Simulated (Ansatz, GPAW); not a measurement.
# A 8-layer slab of Pt(100): converging a work function, part 3 of 3

How do cutoff, mesh, smearing and the dipole layer change the work function of a 8-layer slab of Pt(100)?

GPAW 26.7.0 and Ansatz 0.2.0; Ansatz plane waves; slab in vacuum with a dipole correction, relaxation (the session's first sound run).

So far, upper work function (eV): step 2 (relaxing the atoms, PBE) 5.69; step 3 (plane waves, PBE) 5.66; step 6 (cutoff 700: ecut = 700, PBE, GPAW) 5.66; step 9 (K mesh 16×16: kpts = [16, 16], PBE, GPAW) 5.65.

## (10) Scheme Methfessel-Paxton of order 0 (Gaussian), smearing 0.1 (continued)

Level of this step: GPAW, PAW setups; slab in vacuum (GPAW).

The electrostatic potential energy of an electron (without an applied field's), less the Fermi level, planar mean oscillates, so the rows of the table below give means over windows of 2 Å about each position, cut where the curve ends. Its maxima inside the range that stand out by 2 % of the span (Å: eV): 9.9: -2.59, 12.0: -2.91, 13.9: -2.83, 15.9: -1.98, 17.9: -2.00, 20.0: -2.18, 21.9: -2.47. Its minima: 9.0: -22.3, 11.0: -22.8, 12.9: -23.0, 14.9: -22.9, 16.9: -22.8, 18.9: -22.7, 20.9: -22.8, 22.9: -22.4.

Table of electrostatic potential energy of an electron (without an applied field's), less the Fermi level, planar mean by z; means over each step:

```tsv
z (Å)	electrostatic potential energy of an electron (without an applied field's), less the Fermi level, planar mean (eV)
1.00	5.67
3.00	5.67
5.00	5.67
7.00	4.95
9.00	-10.9
11.00	-11.9
13.00	-12.0
15.00	-11.7
17.00	-11.6
19.00	-11.7
21.00	-11.7
23.00	-10.7
25.00	5.12
27.00	5.68
29.00	5.68
31.00	5.68
```

The upper face's work function is 5.681 eV, against 5.661 eV in the first plane-wave PBE run at this geometry.

## (11) All levels side by side

Times are for 1 thread of Arm Neoverse V1, shared host. The runs compared:

```tsv
no.	run	upper work function (eV)	lower work function (eV)	time	memory (GiB)
1	pw	5.661	5.654	26 min	0.37
2	cutoff 700	5.660	5.652	51 min	0.69
3	k mesh 16×16	5.650	5.642	41 min	0.57
4	scheme Methfessel-Paxton of order 0 (Gaussian), smearing 0.1	5.681	5.674	22 min	0.37
```

## (12) Without the dipole layer

The dipole layer is taken out and the cell repeats along the normal.

Contents of run.py:

```python
import json
import numpy as np
from ase import Atoms
from gpaw import GPAW, PW

slab = Atoms(
    ['Pt', 'Pt', 'Pt', 'Pt', 'Pt', 'Pt', 'Pt', 'Pt'],
    positions=[
        [1.38593, 1.38593, 9.00000],
        [0.00000, 0.00000, 10.96000],
        [1.38593, 1.38593, 12.92000],
        [0.00000, 0.00000, 14.88000],
        [1.38593, 1.38593, 16.91010],
        [0.00000, 0.00000, 18.93366],
        [1.38593, 1.38593, 20.94627],
        [0.00000, 0.00000, 22.91137]],
    cell=[[2.77186, 0.0, 0.0], [0.0, 2.77186, 0.0], [0.0, 0.0, 31.72]],
    pbc=[True, True, True])

slab.calc = GPAW(mode=PW(400), xc='PBE', kpts={'size': (11, 11, 1), 'gamma': True},
                 occupations={'name': 'fermi-dirac', 'width': 0.1}, nbands='160%',
                 convergence={'density': 1e-05}, maxiter=200,
                 symmetry={'tolerance': 1e-3}, txt='slab.txt')
result = {}
energy = slab.get_potential_energy()
fermi = slab.calc.get_fermi_level()
v = slab.calc.get_electrostatic_potential().mean((0, 1)) - fermi
n = slab.calc.get_pseudo_density().mean((0, 1))
L = slab.cell[2, 2]
z = np.arange(len(v)) * L / len(v)
low, high = slab.positions[:, 2].min(), slab.positions[:, 2].max()
below, above = np.interp([low - 6.8, high + 6.8], z, v)
slopes = [np.interp(x, z, np.gradient(v, z)) for x in (low - 6.8, high + 6.8)]
eps = np.array([[slab.calc.get_eigenvalues(k, s) for k in range(len(slab.calc.get_ibz_k_points()))]
                for s in range(slab.calc.get_number_of_spins())]) - fermi
top, bottom = eps[eps < 0].max(), eps[eps > 0].min()
dipole = slab.get_dipole_moment()[2]
print(f'energy {energy:.4f} eV, Fermi level {fermi:.4f} eV, dipole {dipole:.5f} e A')
print(f'potential 6.8 A off the faces, from the Fermi level: lower {below:.4f} eV, upper {above:.4f} eV')
print(f'slope of the potential there: lower {slopes[0]:.5f}, upper {slopes[1]:.5f} eV/A')
print(f'nearest levels on the mesh: {top:.4f} and {bottom:.4f} eV')
print('magnetic moment', round(slab.get_magnetic_moment(), 3))
result.update(energy=energy, fermi=fermi, dipole=dipole, below=below, above=above, slopes=slopes, edges=[top, bottom],
              z=z.tolist(), v=v.tolist(), n=n.tolist(), positions=slab.positions.tolist(),
              forces=slab.get_forces(apply_constraint=False).tolist(), moments=slab.get_magnetic_moments().tolist())
json.dump(result, open('result.json', 'w'))
```

The run is started by

```sh
OMP_NUM_THREADS=1 OPENBLAS_NUM_THREADS=1 python run.py
```

Log:

```text
energy -49.4558 eV, Fermi level 3.0966 eV, dipole -0.00066 e A
potential 6.8 A off the faces, from the Fermi level: lower 5.6563 eV, upper 5.6585 eV
slope of the potential there: lower -0.00057, upper -0.00051 eV/A
nearest levels on the mesh: -0.0203 and 0.0033 eV
magnetic moment 0.0
```

It took 13 min on 1 thread of Arm Neoverse V1, shared host; peak memory 0.36 GiB.

The run finished with changed settings (dipole = false and pbc_z = true); it serves as a test.

Side by side:

```tsv
quantity	this run	sound run	difference
upper work function (eV)	5.6585	5.6614	-0.00291
lower work function (eV)	5.6563	5.6540	0.00233
```

## (13) Side by side

Results and costs are gathered.

This step: comparison of work functions, dipole and cost (GPAW 26.7.0).

Ladder, by row:

```tsv
step	code	work function, upper (eV)	work function, lower (eV)	dipole (e Å)	wall time (s)	peak memory (GiB)	threads
pw	GPAW	5.661	5.654	-3.37e-4	1548	0.37	1
ecut200	GPAW	5.721	5.707	-5.37e-5	499.4	0.21	1
ecut300	GPAW	5.681	5.675	-4.62e-4	821.3	0.28	1
ecut700	GPAW	5.66	5.652	-2.81e-4	3058	0.69	1
k4	GPAW	5.616	5.615	-5.27e-5	320.1	0.25	1
k7	GPAW	5.616	5.609	-3.39e-4	640.8	0.28	1
k16	GPAW	5.65	5.642	-3.82e-4	2489	0.57	1
smear	GPAW	5.681	5.674	-3.10e-4	1298	0.37	1
nodip	GPAW	5.659	5.656	-6.62e-4	763.9	0.36	1
```

## (14) A changed run

One more run, with changed settings.

This step: GPAW, PAW setups; slab in vacuum (GPAW 26.7.0).

Edit run.py of step 12 so:

```diff
@@ -21,3 +21,4 @@
                  occupations={'name': 'fermi-dirac', 'width': 0.1}, nbands='160%',
-                 convergence={'density': 1e-05}, maxiter=200,
+                 convergence={'density': 1e-05}, maxiter=100,
+                 poissonsolver={'dipolelayer': 'xy'},
                  symmetry={'tolerance': 1e-3}, txt='slab.txt')
```

Log:

```text
AssertionError
```

Elapsed: 0.94 s, on 1 thread; peak memory 0.15 GiB.

The program refused the input before any cycle.

The fault put into the input: a dipole layer in a cell that repeats along the normal (pbc_z = true).

## (15) Results

* work function, upper and lower face: 5.661 and 5.654 eV
* dipole along the normal: -3.4e-4 e Å

What this shows: With plane waves and PBE the work function is 5.66 eV on the upper face and 5.65 eV on the lower. The measured value for this face is 5.7 eV (as compiled in "Anisotropic work function of elemental crystals", 2019, arxiv:1902.07811); the relaxed upper face lies 0.039 eV under it with PBE. Measured work functions scatter by a tenth of an eV or more between methods. The clean face reconstructs (W and Mo (100) only when cold), while this slab is an unreconstructed 1×1 cell, so the two are not the same surface. The other smearing (Gaussian of 0.1 eV in place of Fermi-Dirac of 0.1) moves the two faces by 0.019 and 0.020 eV on the same mesh; a mesh is converged only for its smearing. Over the sound runs of the table the upper face's work function spans 5.650 (k16) to 5.681 eV (smear). The small printed dipole stands for a step of 7.9 meV from the lower to the upper face, and the probes find 7.5 meV; values this small are near the numerical noise of both. The in-plane lattice was kept as typed, which isn't the functional's own and leaves some strain; spin-orbit coupling and temperature are left out.

[Logs are printed without paths, hosts, clocks, repeated set-up lines and the standing remarks that a program may print on its own settings, such as how far it seeks lower states.]

[Hosts, paths, dates, database ids (printed as entryN), source tags and the programs' standing remarks are cut or masked in the printed files.]
